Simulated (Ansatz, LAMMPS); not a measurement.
# Relaxing amorphous 25HfO2-75SiO2 (mol %) (84 atoms)

Aim: bring amorphous 25HfO2-75SiO2 (mol %) (84 atoms) to a nearby minimum of the energy and see what moves.

Main program and level: Ansatz 0.2.0; Kohn-Sham DFT, PBE, PAW (set soft_2), plane waves.

Report form: the programs' logs are mostly left out.

### 1. The starting structure

The cell holds 84 atoms: 7 Hf, 21 Si and 56 O. Its edges and angles: a = 10.744 Å, b = 10.744 Å, c = 10.744 Å, α = 90.0°, β = 90.0°, γ = 90.0°. 84 atoms (7 Zr, 21 Si, 56 O) placed at random at 2.84 g/cm³, melted at 5000 K for 10 ps at fixed volume with the Morse and Coulomb pair potential with partial charges (Pedone, Malavasi, Menziani, Cormack and Segre, J. Phys. Chem. B 110, 11780 (2006)). Quenched from 5000 K to 300 K at 50 K/ps and fixed volume, held 5 ps, then minimised at fixed cell. Then Zr was replaced by Hf (the potential has no terms for the new elements, so the cell is a start for a DFT relaxation).

Before any run, some limits are plain. The quench rate of 50 K/ps far exceeds what a furnace or splat quench reaches, so expect more defects and frozen-in strain than in a real sample. The network of bonds at the start is that of the classical potential that made the cell. Only the Γ point is sampled in the main run, in a cell whose shortest periodic width is 11 Å. Spin–orbit coupling is left out, which matters for the levels of the heavy elements.

### 2. How the cell was made

A classical potential makes the cell, at a small fraction of what the same run would cost in DFT.

This step: classical MD, Morse and Coulomb pair potential with partial charges (Pedone, Malavasi, Menziani, Cormack and Segre, J. Phys. Chem. B 110, 11780 (2006)) (LAMMPS 22 Jul 2025 - Update 4).

in.lmp

```
# melt-quench of Zr7Si21O56
units metal
atom_style charge
boundary p p p
region box block 0 10.7439 0 10.7439 0 10.7439
create_box 3 box
mass 1 91.2240   # Zr
mass 2 28.0850   # Si
mass 3 15.9990   # O
create_atoms 1 random 7 39639 NULL overlap 1.5 maxtry 2000
create_atoms 2 random 21 39646 NULL overlap 1.5 maxtry 2000
create_atoms 3 random 56 39653 NULL overlap 1.5 maxtry 2000
pair_style hybrid/overlay pedone 5.5 coul/long 8.0
pair_coeff * * coul/long
pair_coeff 1 3 pedone 0.206237 2.479675 2.436997 1   # Zr-O
pair_coeff 2 3 pedone 0.340554 2.006700 2.100000 1   # Si-O
pair_coeff 3 3 pedone 0.042395 1.379316 3.618701 22   # O-O
set type 1 charge 2.4
set type 2 charge 2.4
set type 3 charge -1.2
kspace_style pppm 1.0e-4
neigh_modify delay 0 every 1 check yes
thermo_style custom step time temp pe press density
thermo_modify norm yes
timestep 0.002
thermo 100
min_style cg
minimize 1e-4 1e-4 200 2000
reset_timestep 0
velocity all create 5000 39640 mom yes dist gaussian
fix lim all nve/limit 0.05
fix lan all langevin 5000 5000 0.2 39641 zero yes
thermo 500
run 1000 post no
# [... 10 lines left out ...]
thermo 1250
fix md all nvt temp 300 300 0.2
run 2500 post no
unfix md
thermo 100
min_style cg
minimize 0 1e-3 2000 20000
write_dump all custom glass.dump id type xs ys zs modify sort id
```

Command:

```sh
$ lmp -in in.lmp -log none -nocite
```

Run time: 18 s. Hardware: 1 thread of Arm Neoverse V2, shared host; peak memory 0.072 GiB.

### 3. Single point at the start

A single point comes first, to see the forces before anything moves.

input.yaml

```yaml
crystal:
  lattice:
    - [10.7439, 0.0, 0.0]
    - [0.0, 10.7439, 0.0]
    - [0.0, 0.0, 10.7439]
  atoms:
    - { symbol: Hf, position: [0.06944, 0.92026, 0.71895] }
    - { symbol: Hf, position: [0.4763, 0.50379, 0.56678] }
    - { symbol: Hf, position: [0.65539, 0.90479, 0.99267] }
    - { symbol: Hf, position: [0.44359, 0.7959, 0.72959] }
    - { symbol: Hf, position: [0.73139, 0.68311, 0.34827] }
    - { symbol: Hf, position: [0.30105, 0.9594, 0.94565] }
    - { symbol: Hf, position: [0.77488, 0.21556, 0.88967] }
    - { symbol: Si, position: [0.90337, 0.70023, 0.88949] }
[... 72 atom lines left out ...]
    - { symbol: O, position: [0.70985, 0.03069, 0.85377] }
    - { symbol: O, position: [0.61484, 0.52975, 0.42984] }
    - { symbol: O, position: [0.88697, 0.65768, 0.46248] }
    - { symbol: O, position: [0.27355, 0.89492, 0.7619] }
kpoints:
  mp_grid: { grid: [1, 1, 1] }
hamiltonian:
  xc: pbe
scf:
  occupations: { method: fermi_dirac, width: 0.025 }
output:
  forces: true
```

Command:

```sh
$ ansatz run input.yaml --threads 4 --pin off --max-ram 8192MiB --backend cpu --events-out ev --progress --plain --runs-dir out
```

Elapsed: 11 s, on 4 threads of Arm Neoverse V2, shared host; peak memory 1.6 GiB; 43 s of CPU time.

The run gave:

- free energy: -155271.9500 eV
- free energy per atom: -1848.4756 eV/atom
- SCF cycles: 10
- r.m.s. force component: 0.9217 eV/Å
- longest force: 3.224 eV/Å
- Fermi energy: 5.817 eV

The r.m.s. force component of 0.92 eV/Å sets the starting point.

Neighbours are counted within 2.16 Å (O-Si), 2.82 Å (O-Hf).

Length of the force by element and coordination:

```tsv
element	coordination	atoms	mean length of the force (eV/Å)	spread	least	most
Hf	all	7	1.90	0.790	0.816	3.19
Hf	5	4	1.45	0.624	0.816	2.37
Hf	6	3	2.51	0.533	1.89	3.19
O	all	56	1.38	0.785	0.106	3.22
O	2	46	1.53	0.780	0.106	3.22
O	3	10	0.668	0.209	0.254	0.947
Si	all	21	1.31	0.601	0.324	2.47
```

### 4. Cell and atoms relaxed

The cell is relaxed with the atoms, since the starting lattice needn't suit this functional.

Edit input.yaml of step 3 so:

```diff
@@ -15 +15,5 @@
   forces: true
+relax:
+  f_tol: 0.04
+  max_steps: 250
+  cell: {}
```

Elapsed: 3.8 min, on 4 threads; peak memory 1.6 GiB.

The steps of the relaxation:

```tsv
step	energy less that of the first step (eV)	largest force component (eV/Å)	pressure (GPa)	volume (Å³)
1	0.0000	2.8115	-2.49	1240.18
2	-3.3799	1.7363	1.41	1200.94
3	-4.3286	1.4325	0.64	1204.73
4	-5.3212	0.3551	0.29	1194.97
5	-5.5626	0.2128	0.03	1197.93
6	-5.7036	0.1685	-0.02	1198.59
7	-5.7821	0.1859	-0.02	1200.02
8	-5.8425	0.1568	0.00	1202.57
9	-5.8284	0.3149	-0.16	1206.31
10	-5.8737	0.1711	-0.01	1204.58
11	-5.8961	0.3729	0.01	1205.84
12	-5.9654	0.2810	0.11	1203.95
13	-5.9951	0.1364	-0.01	1205.76
14	-5.9965	0.0327	-0.01	1207.12
15*	-6.0097	0.0349	-0.04	1207.12
16	-6.0290	0.0411	0.01	1204.78
17	-6.0272	0.0174	-0.01	1205.87
18*	-6.0249	0.0174	-0.01	1205.87
```

Relaxation steps marked * repeat the geometry before them on a plane-wave basis chosen anew for their cell, so energy and pressure can jump there. Relaxation step 9 was tried and not accepted.

```tsv
cell as run	before	after	change
a (Å)	10.744	10.352	-3.6 %
b (Å)	10.744	10.606	-1.3 %
c (Å)	10.744	11.014	+2.5 %
α (°)	90.00	86.15	-4.3 %
β (°)	90.00	90.67	+0.7 %
γ (°)	90.00	88.10	-2.1 %
volume (Å³/atom)	14.76	14.36	-2.8 %
```

The atoms that moved most (Å, as changes of fractional coordinates times the final cell):

```tsv
atom	dx	dy	dz	length
O51	0.992	0.215	0.722	1.246
O80	-0.689	-0.452	-0.220	0.853
O40	0.417	-0.391	-0.524	0.776
O68	0.675	-0.341	0.104	0.764
O60	-0.378	-0.602	0.105	0.719
O70	0.034	0.041	-0.688	0.690
Si17	0.541	0.083	0.342	0.646
Hf2	0.358	0.185	0.472	0.620
```

The relaxation changed the energy by -71.7 meV/atom, and atoms moved by 0.39 Å r.m.s., 1.2 Å at most.

### 5. Distances and neighbours after relaxation

Bonds before and after, by the cutoffs listed below:

```tsv
pair	bonds before	bonds after	mean before (Å)	mean after (Å)	spread before (Å)	spread after (Å)
O-Si	84	84	1.632	1.636	0.055	0.027
O-Hf	38	38	2.143	2.111	0.098	0.186
```

Density 3.77 g/cm³, 14.36 Å³ an atom.

g(r), total and by pair (bins of 0.2 Å):

```tsv
r (Å)	total	O-O	O-Si	O-Hf	Si-Si	Si-Hf	Hf-Hf
1.50	0.16	0.00	0.49	0.00	0.00	0.00	0.00
1.70	4.11	0.00	12.32	0.00	0.00	0.00	0.00
1.90	0.53	0.00	0.00	4.75	0.00	0.00	0.00
2.10	0.41	0.00	0.00	3.71	0.00	0.00	0.00
2.30	0.18	0.00	0.00	1.59	0.00	0.00	0.00
2.50	0.51	0.99	0.00	0.57	0.00	0.00	0.00
2.70	2.15	4.83	0.00	0.00	0.00	0.00	0.00
2.90	0.57	1.00	0.00	0.00	1.75	0.41	0.00
3.10	0.75	0.83	0.34	0.00	3.62	1.02	0.00
3.30	0.73	0.67	0.52	0.23	1.45	3.21	1.89
3.50	1.00	0.75	1.24	0.80	0.00	3.73	1.62
3.70	0.95	0.76	1.39	0.98	0.00	0.49	2.79
3.90	1.03	0.66	1.60	1.20	0.70	0.21	2.54
4.10	1.12	0.74	1.69	1.46	0.63	0.40	1.12
4.30	1.18	0.73	1.55	1.85	1.18	1.06	2.15
4.50	1.08	1.07	0.95	1.82	0.98	0.49	0.00
4.70	0.94	0.96	0.83	1.17	0.98	0.89	0.88
4.90	1.03	1.35	0.75	0.67	1.16	0.83	0.00
5.10	1.12	1.36	0.74	0.75	2.10	1.12	0.76
```

Bonds by pair of elements; cutoffs follow the first minimum of g(r), held within bounds set by covalent radii, and pairs that aren't listed don't count as bonded:

```tsv
pair A-B	cutoff (Å)	bonds	mean length (Å)	spread (Å)	shortest (Å)	B about A	A about B
O-Si	2.08	84	1.64	0.027	1.60	1.5	4
O-Hf	2.93	38	2.11	0.186	1.91	0.679	5.43
```

How many atoms have how many bonded neighbours:

```tsv
element	mean	2	3	4	5	6	7
Hf	5.43	0	0	0	5	1	1
O	2.18	46	10	0	0	0	0
Si	4	0	0	21	0	0	0
```

Bond angles (no mean is given where the spread exceeds 20°):

```tsv
angle	count	mean (°)	spread (°)
O-Si-O	126	109	4.7
O-Hf-O	86	-	-
Hf-O-Si	35	-	-
Si-O-Si	30	144	13
Hf-O-Hf	11	118	15.9
```

Oxygen atoms by the number of network formers (Si, P, Ge, B, Al, As, Ga) bound to them:

```tsv
network formers bound to O	O atoms	per cent
0	2	3.6
1	24	42.9
2	30	53.6
```

Network units: each former by its oxygen neighbours and how many of them bridge to another former:

```tsv
former	O neighbours	bridging O	atoms
Si	4	1	1
Si	4	2	7
Si	4	3	7
Si	4	4	6
```

Bond length by coordination (bonds to H left out):

```tsv
element	coordination	atoms	mean bond length (Å)
Hf	5	5	2.07
Hf	6	1	2.17
Hf	7	1	2.22
O	2	46	1.70
O	3	10	2.04
```

For some of the pairs, g(r) has its first main peak near 2.7 Å (O-O), 1.6 Å (O-Si), 2.0 Å (O-Hf), 3.1 Å (Si-Si) and 3.4 Å (Si-Hf). By these cutoffs 71 % of Hf atoms have 5, 82 % of O atoms have 2 and all Si atoms have 4 bonded neighbours. The O-Si-O angle averages 109° with a spread of 5°. Counting bonds to Si alone, not to Hf, 54 % of the oxygens join two of these atoms and 43 % one; 4 % join none.

### 6. Single point at the relaxed geometry

The electronic structure is read at the final geometry, in a run of its own.

input.yaml

```yaml
crystal:
  lattice:
    - [10.35072, 0.17457, -0.06497]
    - [0.17457, 10.59854, 0.36348]
    - [-0.06497, 0.36348, 11.0082]
  atoms:
    - { symbol: Hf, position: [0.04107, 0.90694, 0.68807] }
    - { symbol: Hf, position: [0.51088, 0.51925, 0.60932] }
    - { symbol: Hf, position: [0.65329, 0.90499, 0.00166] }
    - { symbol: Hf, position: [0.43851, 0.80001, 0.73921] }
    - { symbol: Hf, position: [0.73515, 0.68347, 0.33253] }
    - { symbol: Hf, position: [0.30074, 0.95357, 0.94671] }
    - { symbol: Hf, position: [0.79039, 0.21603, 0.88106] }
    - { symbol: Si, position: [0.91605, 0.73072, 0.90911] }
[... 72 atom lines left out ...]
    - { symbol: O, position: [0.70694, 0.02353, 0.84902] }
    - { symbol: O, position: [0.60771, 0.53447, 0.44261] }
    - { symbol: O, position: [0.86992, 0.65156, 0.46381] }
    - { symbol: O, position: [0.27498, 0.89328, 0.77016] }
kpoints:
  mp_grid: { grid: [1, 1, 1] }
hamiltonian:
  xc: pbe
scf:
  occupations: { method: fermi_dirac, width: 0.025 }
output:
  forces: true
  stress: true
  populations: true
  dos:
    method: { smearing: { sigma: 0.08 } }
    de: 0.05
    projected: { site_lists: { Hf: [Hf], O: [O], Si: [Si] } }
  eigenvalues: true
  write_density: true
  write_potential: true
  volumetric_format: npy
```

The job ended after 19 s (4 threads; peak memory 1.6 GiB).

Read from the output:

| Item | Value |
| --- | --- |
| free energy | -155277.9749 eV |
| free energy per atom | -1848.5473 eV/atom |
| SCF cycles | 10 |
| pressure | -0.009774 GPa |
| r.m.s. force component | 0.0047 eV/Å |
| longest force | 0.02149 eV/Å |
| Fermi energy | 6.144 eV |
| gap (highest filled to lowest empty level) | 4.361 eV |
| spilling of the projection | 0.008911 |

Löwdin charges by element and coordination (they lack the spilled electrons, 0.064 e an atom on average):

```tsv
element	coordination	atoms	mean charge (e)	spread	least	most
Hf	all	7	1.55	0.0162	1.54	1.58
Hf	5	5	1.55	0.0187	1.54	1.58
Hf	6	1	1.55	0	1.55	1.55
Hf	7	1	1.54	0	1.54	1.54
O	all	56	-0.756	0.0335	-0.803	-0.662
O	2	46	-0.760	0.0324	-0.803	-0.662
O	3	10	-0.737	0.0325	-0.777	-0.678
Si	all	21	1.75	0.0285	1.69	1.80
```

Density of states as counts of states in windows of 1 eV (from the Fermi level), total and the larger projections:

```tsv
from (eV)	to (eV)	total	O p	Hf d	Si p	Hf f
-14	-13	21.6	0.1	0.0	0.0	21.5
-13	-12	74.5	0.4	0.0	0.0	73.9
-12	-11	6.8	3.2	0.0	0.2	1.9
-11	-10	9.8	6.5	0.1	0.6	0.0
-10	-9	14.9	10.3	0.2	1.4	0.1
-9	-8	18.3	13.4	0.2	2.9	0.0
-8	-7	26.9	20.2	1.0	3.9	0.1
-7	-6	40.7	30.9	3.0	4.1	0.1
-6	-5	49.1	41.1	2.6	2.7	0.0
-5	-4	67.8	60.6	2.9	1.9	0.1
-4	-3	68.4	63.6	1.9	1.0	0.1
-3	-2	35.2	33.7	0.5	0.3	0.0
-2	2	0.0	0.0	0.0	0.0	0.0
2	3	10.1	1.1	6.4	0.3	0.0
3	4	25.5	3.1	17.1	1.4	0.0
4	5	29.8	3.7	13.8	3.0	0.0
```

Between -26 and -14 eV lie 112 more states.

About 56 of the 602 electrons lie in deeper levels, below the stored range.

The levels nearest the highest filled one (over half full), pooled over k-points and spins:

```tsv
level less the highest filled one (eV)	occupation
-0.409	2
-0.344	2
-0.243	2
-0.235	2
-0.108	2
0	2
4.36	0
4.63	0
4.79	0
4.82	0
4.99	0
5.25	0
```

Valence density in the ac plane at fractional y = 0.534, with atoms of Hf and Si and O within 0.2 Å of it. It is the smooth field of the valence electrons, not physical close to the nuclei.

Ten steps, logarithmic in the rise over the least value, from '0' (0 e/Å³) to '9' (23 e/Å³), each cell a mean:
```
11113332100000002466421000011
00124664210000001355421100000
00025775311100000122211110000
00013454212221000011101111000
00001122112332100123211110000
00000011122332111356421000000
00000012221111112577531000000
00000013432113554455410000000
00000013331136997422100000000
00011111111137998410000000000
01333210000025775210000000000
13566310000001233332000000000
13566310000000125664100000000
01343200000000025764200000000
00011000000000013443100000000
00000000000000001221100000000
00000000000000001222210000000
00000000000000001355420000000
00000000000000002467531000000
00001221000011111356420000000
00012332101222211233200000000
01112221001233211111000000000
11111210000122111222100000001
22101110000000001344310000012
```
Columns run along a (10.4 Å), rows up along c (11.0 Å). Atoms in or near the plane, at fractional coordinates: Hf at (0.51, 0.61), Si at (0.74, 0.85), Si at (0.11, 0.02), O at (0.11, 0.49), O at (0.20, 0.90), O at (0.65, 0.72), O at (0.65, 0.22), O at (0.61, 0.44).

Electrostatic potential energy in the ac plane at fractional y = 0.534, with atoms of Hf and Si and O within 0.2 Å of it. With pseudopotentials it is smooth inside the atoms' cores, unlike the true potential.

Ten even steps from '0' (-41 eV) to '9' (12 eV), each cell a mean:
```
87323578999999999611589999999
98874125888999999843556789999
99984003667899999986100489999
99998444102689999984000279999
99999974001578999986201589999
99999986435788999731467899999
99999998778888778400389999999
99999998678875335533799999999
99999998788851111578999999999
99998888998751111479999999999
99867888999863113689999999999
98311689999887667679999999999
98301799999998884116999999999
99867999999999983004999999999
99999999999999997457888999999
99999999999999988778888899999
99999999999999988777888999999
99999999999999998732589999999
99999999999999998500289999999
99999999999999998622599999999
99888889999988987667899999999
97545789999977876568999999999
85100479999999987678999999999
84000379999999998755899999999
```
Columns run along a (10.4 Å; values clipped at the 3rd and 97th percentile), rows up along c (11.0 Å). Atoms in or near the plane, at fractional coordinates: Hf at (0.51, 0.61), Si at (0.74, 0.85), Si at (0.11, 0.02), O at (0.11, 0.49), O at (0.20, 0.90), O at (0.65, 0.72), O at (0.65, 0.22), O at (0.61, 0.44).

Mean Löwdin charges: Hf +1.55, O -0.76, Si +1.75 e (they miss 0.89 % of the electrons, so they add up to more than the cell's charge). The largest share in the top eV of filled states is O p (97 % of the projected weight), and in the lowest eV of empty states Hf d (68 % of the projected weight).

The surroundings of O68, whose charge lies farthest from its element's mean, nearest first, numbered as they follow in the input and with coordinates relative to it.

```tsv
atom	x	y	z	distance (Å)	bonds	Löwdin charge (e)
O68	0.00	0.00	0.00	0.00	2	-0.66
Si17	0.90	0.11	1.38	1.65	4	1.74
Hf2	-1.44	-0.16	-1.25	1.91	6	1.55
O57	1.88	1.38	1.04	2.55	2	-0.79
O40	-2.40	0.82	0.71	2.64	3	-0.74
O51	1.67	-1.26	1.70	2.69	2	-0.73
O58	-0.05	0.49	2.69	2.73	2	-0.78
O43	-1.37	-2.11	-1.50	2.93	2	-0.72
```

The column of bonds counts only the pairs O-Si within 2.08 Å, O-Hf within 2.93 Å; other neighbours, such as metal atoms beside each other in a compound, aren't counted, and periodic images can show an atom twice.

### 7. K-mesh 2×2×2

Large cells are often run on few k-points; this run checks whether the reference had enough.

Edit input.yaml of step 6 so:

```diff
@@ -8,3 +8,3 @@
 kpoints:
-  mp_grid: { grid: [1, 1, 1] }
+  mp_grid: { grid: [2, 2, 2] }
 hamiltonian:
@@ -22,4 +22 @@
   eigenvalues: true
-  write_density: true
-  write_potential: true
-  volumetric_format: npy
```

Run time: 2.8 min. Hardware: 4 threads; peak memory 5.8 GiB; 11 min of CPU time.

The program notes that it cut back its work space to fit the memory limit.

Geometry and reference: those of the single point at the relaxed geometry.

Forces differ from those of the single point at the relaxed geometry by 4.8 meV/Å r.m.s.; the energy by -0.51 meV/atom and the gap by -0.021 eV. It took 2.8 min and 10 cycles; the reference's time can't be set against it, since the two runs asked for unlike analyses.

(Part 1 of 2 ends here.)

[Logs are printed without paths, hosts, clocks, repeated set-up lines and the standing remarks that a program may print on its own settings, such as how far it seeks lower states.]

[Hosts, paths, dates, database ids (printed as entryN), source tags and the programs' standing remarks are cut or masked in the printed files.]
